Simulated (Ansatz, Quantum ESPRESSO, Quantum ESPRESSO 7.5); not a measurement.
# Al2SSe, 1 layer in an electric field

How does Al2SSe, 1 layer respond to a gate-like field without added charge?

Method: plane-wave DFT, PBE, GBRV ultrasoft pseudopotentials (geometry and cross-check by Ansatz 0.2.0 with PAW datasets; geometry under PBE), in Quantum ESPRESSO 7.5.

Most raw output is cut from this account.

## Step 1: The structure

The cell holds 4 atoms: 1 Se, 2 Al and 1 S. Its edges and angles: a = 3.689 Å, b = 3.689 Å, c = 21.451 Å, α = 90.0°, β = 90.0°, γ = 120.0°. It derives from Al2SSe. Vacuum lies along c.

## Step 2: Geometry from Ansatz

A relaxation in Ansatz fixes the structure of this slab for the runs on it.

input.yaml reads:

```yaml
crystal:
  lattice:
    - [3.6894, 0.0, 0.0]
    - [-1.8447, 3.1951141247, 0.0]
    - [0.0, 0.0, 21.4508750197]
  atoms:
    - { symbol: Se, position: [0.3333333333, 0.6666666667, 0.3962542317] }
    - { symbol: Al, position: [0.0, 0.0, 0.4517352277] }
    - { symbol: Al, position: [0.0, 0.0, 0.5645511383] }
    - { symbol: S, position: [0.3333333333, 0.6666666667, 0.6037457683] }
kpoints:
  mp_grid: { grid: [12, 12, 1] }
hamiltonian:
  xc: pbe
scf:
  occupations: { method: fermi_dirac, width: 0.05 }
  convergence: { dr2_threshold: 1.0e-08 }
efield:
  axis: 3
  dipole_correction: true
  ramp_position: 0.97
  ramp_width: 0.04
relax:
  f_tol: 0.01
  cell: { fix: [c, alpha, beta] }
output:
  write_potential: true
  write_density: true
  volumetric_format: npy
```

Started as:

```
> ansatz run input.yaml --threads 4 --pin off --max-ram 8192MiB --backend cpu --events-out ev --progress --plain --runs-dir out
```

Run time: 8.6 s. Hardware: 4 threads of Intel Xeon Platinum 8488C (Sapphire Rapids), shared host; peak memory 0.6 GiB; 29 s of CPU time.

Relaxation path:

```
step  energy less that of the first step (eV)  largest force component (eV/Å)  pressure (GPa)  volume (Å³)
   1                                   0.0000                          1.3040            1.60       252.86
   2                                  -0.2176                          0.2352            0.26       250.59
   3                                  -0.2230                          0.0432            0.05       250.85
   4                                  -0.2231                          0.0065            0.01       251.26
  5*                                  -0.2231                          0.0066            0.01       251.26
```

Relaxation steps marked * repeat the geometry before them on a plane-wave basis chosen anew for their cell, so energy and pressure can jump there.

Forces are held to the 6 operations that the run works with; a distortion that breaks them can't arise in this run.

| cell as run | before | after | change |
| --- | --- | --- | --- |
| a (Å) | 3.689 | 3.678 | -0.3 % |
| b (Å) | 3.689 | 3.678 | -0.3 % |

The atoms that moved most (Å, along periodic axes as changes of fractional coordinates times the final cell, across vacuum about the mean position):

```
atom     dx     dy      dz  length
  S4  0.000  0.000   0.226   0.226
 Se1  0.000  0.000  -0.145   0.145
 Al2  0.000  0.000  -0.126   0.126
 Al3  0.000  0.000   0.045   0.045
```

This step gave:

```
free energy                                                      : -7449.2980 eV
Fermi energy                                                     : -0.9675 eV
gap by band count                                                : 2.037 eV
symmetry operations                                              : 6
dipole along the normal                                          : -0.004686 e·Å
vacuum level at the upper face over a Fermi level inside the gap : 4.978 eV
vacuum level at the lower face over a Fermi level inside the gap : 4.905 eV
```

## Step 3: Ground state: no field

The zero-field run is the reference. tefield and dipfield are on already, so that all runs share k-points and boundary.

Level of this step: plane-wave DFT, PBE, GBRV ultrasoft pseudopotentials (Quantum ESPRESSO 7.5).

f0.in reads:

```
&control
  prefix = 'f0'
  outdir = './out'
  pseudo_dir = './pseudo'
  calculation = 'scf'
  tprnfor = .true.
  tefield = .true.
  dipfield = .true.
/
&system
  ibrav = 0
  nat = 4
  ntyp = 3
  ecutwfc = 40
  ecutrho = 200
  occupations = 'smearing'
  smearing = 'fd'
  degauss = 0.004
  edir = 3
  emaxpos = 0.97
  eopreg = 0.04
  eamp = 0.0
/
&electrons
  conv_thr = 1e-09
  mixing_beta = 0.4
  electron_maxstep = 120
  mixing_mode = 'plain'
/
ATOMIC_SPECIES
  Se  78.9710  se_pbe_v1.uspp.F.UPF
  Al  26.9815  al_pbe_v1.uspp.F.UPF
  S   32.0600  s_pbe_v1.4.uspp.F.UPF
CELL_PARAMETERS angstrom
  3.67768374882588 -0.00000000000000 -0.00000000000000
  -1.83884187441294 3.18496755356840 -0.00000000000000
  -0.00000000000000 -0.00000000000000 21.45087501970000
ATOMIC_POSITIONS crystal
  Se  0.333333333333 0.666666666667 0.389503771012
  Al  -0.000000000000 -0.000000000000 0.445866151416
  Al  0.000000000000 -0.000000000000 0.566657190638
  S   0.333333333333 0.666666666667 0.614259252935
K_POINTS automatic
  12 12 1 0 0 0
```

Started as:

```
> OMP_NUM_THREADS=1 mpirun -n 4 pw.x -nk 4 -in f0.in > f0.out
```

It took 39 s on 4 MPI ranks; peak memory 0.75 GiB.

Numbers from this step:

* free energy: -1106.7831 eV
* Fermi energy: -1.189 eV
* dipole along the normal: -0.004976 e·Å
* valence top, on the run's zero: -2.265 eV
* conduction bottom, on the run's zero: -0.2142 eV
* gap by band count: 2.051 eV

The run needed 12 iterations to bring the estimated error under 1e-09 Ry; the largest force on any atom, held or free, is 0.03 eV/Å.

## Step 4: Potential by pp.x

plot_num = 11 writes the bare and Hartree potential. It leaves out exchange and correlation, which fade slowly, so it flattens close to the surface.

f0.pot.in reads:

```
&inputpp
  prefix = 'f0'
  outdir = './out'
  filplot = 'f0.pot.dat'
  plot_num = 11
/
```

Started as:

```
> OMP_NUM_THREADS=1 mpirun -n 4 pp.x -in f0.pot.in > f0.pot.out
```

Elapsed: 1.6 s, on 4 MPI ranks; peak memory 0.11 GiB; 5.6 s of CPU time.

This step gave:

```
slope of the potential above                                          : 9.75e-6 eV/Å
upper vacuum line continued to the top atoms, over the valence top    : 6.045 eV
slope of the potential below                                          : -2.24e-5 eV/Å
lower vacuum line continued to the bottom atoms, over the valence top : 5.968 eV
vacuum level at the upper face over the valence top of the mesh       : 6.045 eV
vacuum level at the lower face over the valence top of the mesh       : 5.968 eV
```

The vacuum is flat to 0.1 meV/Å, so its level is well defined. Inside the slab the curve depends on the local part of the pseudopotentials; only the vacuum level has a meaning of its own.

## Step 5: Bands along a path: no field

A bands run reads the converged density and follows the path given under K_POINTS.

f0.bands.in is the input of step 3 with these lines changed:

```diff
@@ -1,7 +1,6 @@
 &control
-  prefix = 'f0'
+  prefix = 'f0.bands'
   outdir = './out'
   pseudo_dir = './pseudo'
-  calculation = 'scf'
-  tprnfor = .true.
+  calculation = 'bands'
   tefield = .true.
@@ -22,8 +21,9 @@
   eamp = 0.0
+  nbnd = 15
 /
 &electrons
-  conv_thr = 1e-09
+  conv_thr = 1e-07
   mixing_beta = 0.4
   electron_maxstep = 120
-  mixing_mode = 'plain'
+  mixing_mode = 'local-TF'
 /
@@ -42,3 +42,7 @@
   S   0.333333333333 0.666666666667 0.614259252935
-K_POINTS automatic
-  12 12 1 0 0 0
+K_POINTS crystal_b
+4
+  0.0000000000 0.0000000000 0.0000000000 14
+  0.5000000000 0.0000000000 0.0000000000 14
+  0.3333333333 0.3333333333 0.0000000000 14
+  0.0000000000 0.0000000000 0.0000000000 1
```

Started as:

```
> cp -r out/f0.save out/f0.bands.save
> cp out/f0.xml out/f0.bands.xml
> OMP_NUM_THREADS=1 mpirun -n 4 pw.x -nk 4 -in f0.bands.in > f0.bands.out
```

It took 25 s on 4 MPI ranks; peak memory 0.36 GiB.

Read from the output:

- valence top, on the run's zero: -2.262 eV
- gap by band count: 2.048 eV

Band numbers count within the set of bands kept for display. The electronic bands at the labelled points (eV, zero at the highest filled level of the SCF mesh; v1 is the highest filled band, c1 the lowest empty one):

```csv
point,v4,v3,v2,v1,c1,c2,c3,c4
Γ,-1.54,-0.34,-0.34,-0.19,2.98,3.92,5.25,5.25
halfway,-2.32,-2.07,-1.03,-0.03,3.09,3.96,5.22,5.35
M,-2.49,-1.76,-1.56,-0.89,2.05,3.28,4.01,4.43
halfway,-2.78,-2.38,-1.63,-0.81,2.40,4.09,4.64,4.77
K,-3.64,-2.21,-1.51,-0.83,2.16,4.39,4.46,5.40
halfway,-2.57,-2.20,-1.69,-0.05,3.47,4.61,4.78,5.46
Γ,-1.54,-0.34,-0.34,-0.19,2.98,3.92,5.25,5.25
```

Along this path the valence top lies between K and Γ and the conduction bottom at M.

## Step 6: Ground state: field 0.1 V/Å

eamp is the field in Hartree atomic units (1 a.u. = 51.42 V/Å). With dipfield on, it is the field in the vacuum beside an isolated sheet. The run starts from the density of the one before.

f1.in is the input of step 3 with these lines changed:

```diff
@@ -1,3 +1,3 @@
 &control
-  prefix = 'f0'
+  prefix = 'f1'
   outdir = './out'
@@ -21,3 +21,3 @@
   eopreg = 0.04
-  eamp = 0.0
+  eamp = 0.00194469
 /
@@ -28,2 +28,3 @@
   mixing_mode = 'plain'
+  startingpot = 'file'
 /
```

Started as:

```
> cp -r out/f0.save out/f1.save
> OMP_NUM_THREADS=1 mpirun -n 4 pw.x -nk 4 -in f1.in > f1.out
```

The job ended after 33 s (4 MPI ranks; peak memory 0.76 GiB; 2.2 min of CPU time).

This step gave:

```
free energy                          : -1106.7847 eV
Fermi energy                         : -1.177 eV
dipole along the normal              : 0.03727 e·Å
valence top, on the run's zero       : -2.253 eV
conduction bottom, on the run's zero : -0.1980 eV
gap by band count                    : 2.055 eV
```

The dipole goes from -0.0050 to 0.0373 e Å, 0.4224 e Å per V/Å.

## Step 7: Potential by pp.x

f1.pot.in reads:

```
&inputpp
  prefix = 'f1'
  outdir = './out'
  filplot = 'f1.pot.dat'
  plot_num = 11
/
```

Started as:

```
> OMP_NUM_THREADS=1 mpirun -n 4 pp.x -in f1.pot.in > f1.pot.out
```

Elapsed: 1.7 s, on 4 MPI ranks; peak memory 0.1 GiB; 5.9 s of CPU time.

Numbers from this step:

```
slope of the potential above                                          : 0.1000 eV/Å
upper vacuum line continued to the top atoms, over the valence top    : 5.968 eV
slope of the potential below                                          : 0.09997 eV/Å
lower vacuum line continued to the bottom atoms, over the valence top : 6.061 eV
```

The slope in the vacuum is 0.100 eV/Å for an applied 0.10 V/Å, as it should be.

## Step 8: Ground state: field 0.2 V/Å

f2.in is the input of step 6 with these lines changed:

```diff
@@ -1,3 +1,3 @@
 &control
-  prefix = 'f1'
+  prefix = 'f2'
   outdir = './out'
@@ -21,3 +21,3 @@
   eopreg = 0.04
-  eamp = 0.00194469
+  eamp = 0.00388938
 /
```

Started as:

```
> cp -r out/f0.save out/f2.save
> OMP_NUM_THREADS=1 mpirun -n 4 pw.x -nk 4 -in f2.in > f2.out
```

Run time: 34 s. Hardware: 4 MPI ranks; peak memory 0.76 GiB.

This step gave:

| Item | Value |
| --- | --- |
| free energy | -1106.7905 eV |
| Fermi energy | -1.166 eV |
| dipole along the normal | 0.07947 e·Å |
| valence top, on the run's zero | -2.241 eV |
| conduction bottom, on the run's zero | -0.1832 eV |
| gap by band count | 2.058 eV |

The dipole goes from -0.0050 to 0.0795 e Å, 0.4222 e Å per V/Å.

## Step 9: Potential by pp.x

f2.pot.in reads:

```
&inputpp
  prefix = 'f2'
  outdir = './out'
  filplot = 'f2.pot.dat'
  plot_num = 11
/
```

Started as:

```
> OMP_NUM_THREADS=1 mpirun -n 4 pp.x -in f2.pot.in > f2.pot.out
```

Run time: 1.6 s. Hardware: 4 MPI ranks; peak memory 0.11 GiB; 5.7 s of CPU time.

Numbers from this step:

* slope of the potential above: 0.2000 eV/Å
* upper vacuum line continued to the top atoms, over the valence top: 5.892 eV
* slope of the potential below: 0.2000 eV/Å
* lower vacuum line continued to the bottom atoms, over the valence top: 6.155 eV

The slope in the vacuum is 0.200 eV/Å for an applied 0.20 V/Å, as it should be.

## Step 10: Band structure: field 0.2 V/Å

f2.bands.in is the input of step 5 with these lines changed:

```diff
@@ -1,3 +1,3 @@
 &control
-  prefix = 'f0.bands'
+  prefix = 'f2.bands'
   outdir = './out'
@@ -20,3 +20,3 @@
   eopreg = 0.04
-  eamp = 0.0
+  eamp = 0.00388938
   nbnd = 15
```

Started as:

```
> cp -r out/f2.save out/f2.bands.save
> cp out/f2.xml out/f2.bands.xml
> OMP_NUM_THREADS=1 mpirun -n 4 pw.x -nk 4 -in f2.bands.in > f2.bands.out
```

The job ended after 24 s (4 MPI ranks; peak memory 0.36 GiB; 96 s of CPU time).

This step gave:

| Quantity | Value |
| --- | --- |
| valence top, on the run's zero | -2.238 eV |
| conduction bottom, on the run's zero | -0.1830 eV |
| gap by band count | 2.055 eV |

Band numbers count within the set of bands kept for display. Electronic bands along the path, in eV, zero at the highest filled level of the SCF mesh; v1 is the highest filled band, c1 the lowest empty one:

```
  point     v4     v3     v2     v1    c1    c2    c3    c4
      Γ  -1.48  -0.39  -0.39  -0.19  3.00  3.89  4.90  5.27
halfway  -2.33  -2.01  -1.08  -0.03  3.10  3.96  5.20  5.36
      M  -2.44  -1.77  -1.60  -0.89  2.06  3.28  4.00  4.43
halfway  -2.81  -2.37  -1.64  -0.82  2.40  4.09  4.64  4.79
      K  -3.68  -2.18  -1.53  -0.83  2.16  4.39  4.45  5.40
halfway  -2.51  -2.21  -1.74  -0.05  3.47  4.62  4.77  5.46
      Γ  -1.48  -0.39  -0.39  -0.19  3.00  3.89  4.90  5.27
```

Upper empty bands that drop with the field can be states of the vacuum, held by the sawtooth; they depend on the cell's width.

Along this path the valence top lies between K and Γ and the conduction bottom at M.

## Step 11: Ground state: field 0.3 V/Å

f3.in is the input of step 8 with these lines changed:

```diff
@@ -1,3 +1,3 @@
 &control
-  prefix = 'f2'
+  prefix = 'f3'
   outdir = './out'
@@ -21,3 +21,3 @@
   eopreg = 0.04
-  eamp = 0.00388938
+  eamp = 0.00583407
 /
```

Started as:

```
> cp -r out/f0.save out/f3.save
> OMP_NUM_THREADS=1 mpirun -n 4 pw.x -nk 4 -in f3.in > f3.out
```

Run time: 38 s. Hardware: 4 MPI ranks; peak memory 0.61 GiB.

Read from the output:

```
free energy                          : -1106.8006 eV
Fermi energy                         : -1.153 eV
dipole along the normal              : 0.1218 e·Å
valence top, on the run's zero       : -2.231 eV
conduction bottom, on the run's zero : -0.1697 eV
gap by band count                    : 2.061 eV
```

The dipole goes from -0.0050 to 0.1218 e Å, 0.4224 e Å per V/Å.

## Step 12: Electrostatic potential

f3.pot.in reads:

```
&inputpp
  prefix = 'f3'
  outdir = './out'
  filplot = 'f3.pot.dat'
  plot_num = 11
/
```

Started as:

```
> OMP_NUM_THREADS=1 mpirun -n 4 pp.x -in f3.pot.in > f3.pot.out
```

Run time: 1.5 s. Hardware: 4 MPI ranks; peak memory 0.11 GiB; 5.4 s of CPU time.

Numbers from this step:

- slope of the potential above: 0.3000 eV/Å
- upper vacuum line continued to the top atoms, over the valence top: 5.817 eV
- slope of the potential below: 0.3000 eV/Å
- lower vacuum line continued to the bottom atoms, over the valence top: 6.251 eV

The slope in the vacuum is 0.300 eV/Å for an applied 0.30 V/Å, as it should be.

Each curve counts from the valence top of its own run.

The runs together. Potential energy against z:

```
z (Å)  potential at 0 V/Å (eV)  potential at 0.1 V/Å (eV)  potential at 0.2 V/Å (eV)  potential at 0.3 V/Å (eV)
    0                     5.99                       5.62                       5.25                       4.88
    1                     5.97                       5.33                       4.68                       4.05
    2                     5.97                       5.43                       4.88                       4.35
    3                     5.97                       5.53                       5.08                       4.65
    4                     5.97                       5.63                       5.28                       4.94
    5                     5.97                       5.72                       5.48                       5.24
    6                     5.93                       5.78                       5.64                       5.49
    7                     5.16                       5.10                       5.04                       4.98
    8                    -7.15                      -7.18                      -7.21                      -7.24
    9                    -6.94                      -6.96                      -6.99                      -7.01
   10                    -3.37                      -3.38                      -3.39                      -3.41
   11                     2.99                       2.99                       2.99                       2.99
   12                    -6.66                      -6.64                      -6.62                      -6.61
   13                    -10.5                      -10.5                      -10.4                      -10.4
   14                     2.84                       2.88                       2.93                       2.97
   15                     5.90                       6.01                       6.12                       6.23
   16                     6.04                       6.24                       6.45                       6.66
   17                     6.04                       6.35                       6.66                       6.96
   18                     6.04                       6.45                       6.86                       7.26
   19                     6.04                       6.55                       7.06                       7.56
   20                     6.04                       6.65                       7.26                       7.86
   21                     6.03                       6.40                       6.77                       7.14
```

## Step 13: Band structure: field 0.3 V/Å

f3.bands.in is the input of step 10 with these lines changed:

```diff
@@ -1,3 +1,3 @@
 &control
-  prefix = 'f2.bands'
+  prefix = 'f3.bands'
   outdir = './out'
@@ -20,3 +20,3 @@
   eopreg = 0.04
-  eamp = 0.00388938
+  eamp = 0.00583407
   nbnd = 15
```

Started as:

```
> cp -r out/f3.save out/f3.bands.save
> cp out/f3.xml out/f3.bands.xml
> OMP_NUM_THREADS=1 mpirun -n 4 pw.x -nk 4 -in f3.bands.in > f3.bands.out
```

Elapsed: 25 s, on 4 MPI ranks; peak memory 0.36 GiB.

This step gave:

```
valence top, on the run's zero : -2.227 eV
gap by band count              : 2.058 eV
```

Band numbers count within the set of bands kept for display. The electronic bands at the labelled points (eV, zero at the highest filled level of the SCF mesh; v1 is the highest filled band, c1 the lowest empty one):

```
  point     v4     v3     v2     v1    c1    c2    c3    c4
      Γ  -1.46  -0.42  -0.42  -0.19  3.01  3.87  4.54  5.28
halfway  -2.34  -1.99  -1.11  -0.03  3.10  3.96  5.15  5.35
      M  -2.41  -1.77  -1.63  -0.89  2.06  3.28  4.00  4.43
halfway  -2.83  -2.36  -1.65  -0.82  2.40  4.08  4.63  4.80
      K  -3.70  -2.17  -1.54  -0.83  2.15  4.39  4.45  5.40
halfway  -2.49  -2.22  -1.76  -0.05  3.47  4.62  4.76  5.46
      Γ  -1.46  -0.42  -0.42  -0.19  3.01  3.87  4.54  5.28
```

Upper empty bands that drop with the field can be states of the vacuum, held by the sawtooth; they depend on the cell's width.

Along this path the valence top lies between K and Γ and the conduction bottom at M.

## Step 14: Valence density

plot_num = 0 writes the valence density.

f0.rho.in reads:

```
&inputpp
  prefix = 'f0'
  outdir = './out'
  filplot = 'f0.rho.dat'
  plot_num = 0
/
```

Started as:

```
> OMP_NUM_THREADS=1 mpirun -n 4 pp.x -in f0.rho.in > f0.rho.out
```

Run time: 1.6 s. Hardware: 4 MPI ranks; peak memory 0.11 GiB.

Numbers from this step:

```
electrons by integration : 18.00 e
```

Mean over planes. The valence density, planar mean by z:

```csv
z (Å),"valence density, planar mean (e/Å³)"
4.5,2.5e-5
5.0,1.0e-4
5.5,4.5e-4
6.0,0.00198
6.5,0.00884
7.0,0.0397
7.5,0.150
8.0,0.270
8.5,0.342
9.0,0.319
9.5,0.179
10.0,0.101
10.5,0.102
11.0,0.0998
11.5,0.104
12.0,0.149
12.5,0.303
13.0,0.383
13.5,0.316
14.0,0.153
14.5,0.0365
15.0,0.00768
15.5,0.00164
16.0,3.6e-4
16.5,8.0e-5
17.0,1.8e-5
```

Valence density in the ca plane at fractional y = 0.667, with atoms of Se and S within 0.2 Å of it. It is the smooth field of the valence electrons, not physical close to the nuclei.

Ten steps, logarithmic in the rise over the least value, from '0' (0.0 e/Å³) to '9' (1.6 e/Å³), each cell a mean:
```
00000000000000001134455544444444554321000000
00000000000000000123445544444444444321000000
00000000000000001234555544444445555432100000
00000000000000002356777654333446777653100000
00000000000000012478888754323356888864210000
00000000000000013588778754322357988985310000
00000000000000013687997764222357988986310000
00000000000000013578778754322357888975310000
00000000000000012467888654333356888864210000
00000000000000001346676654433445676643100000
```
Columns run along c (16.0 Å, from fractional 0.04 to 0.79 of the cell), rows up along a (3.7 Å). Atoms in or near the plane, at fractional coordinates: Se at (0.39, 0.33), S at (0.61, 0.33).

The density integrates to 18.000 electrons, as the 18 of the input ask.

## Step 15: Valence density

f2.rho.in reads:

```
&inputpp
  prefix = 'f2'
  outdir = './out'
  filplot = 'f2.rho.dat'
  plot_num = 0
/
```

Started as:

```
> OMP_NUM_THREADS=1 mpirun -n 4 pp.x -in f2.rho.in > f2.rho.out
```

Run time: 1.6 s. Hardware: 4 MPI ranks; peak memory 0.11 GiB; 5.6 s of CPU time.

[end of part 1 of 2]

[Logs are printed without paths, hosts, clocks, repeated set-up lines and the standing remarks that a program may print on its own settings, such as how far it seeks lower states.]

[Hosts, paths, dates, database ids (printed as entryN), source tags and the programs' standing remarks are cut or masked in the printed files.]

[Maps of the electrostatic potential energy from Ansatz leave out the sawtooth potential of an applied field or a dipole correction, so their vacuum need not be flat; planar profiles and work functions include it.]
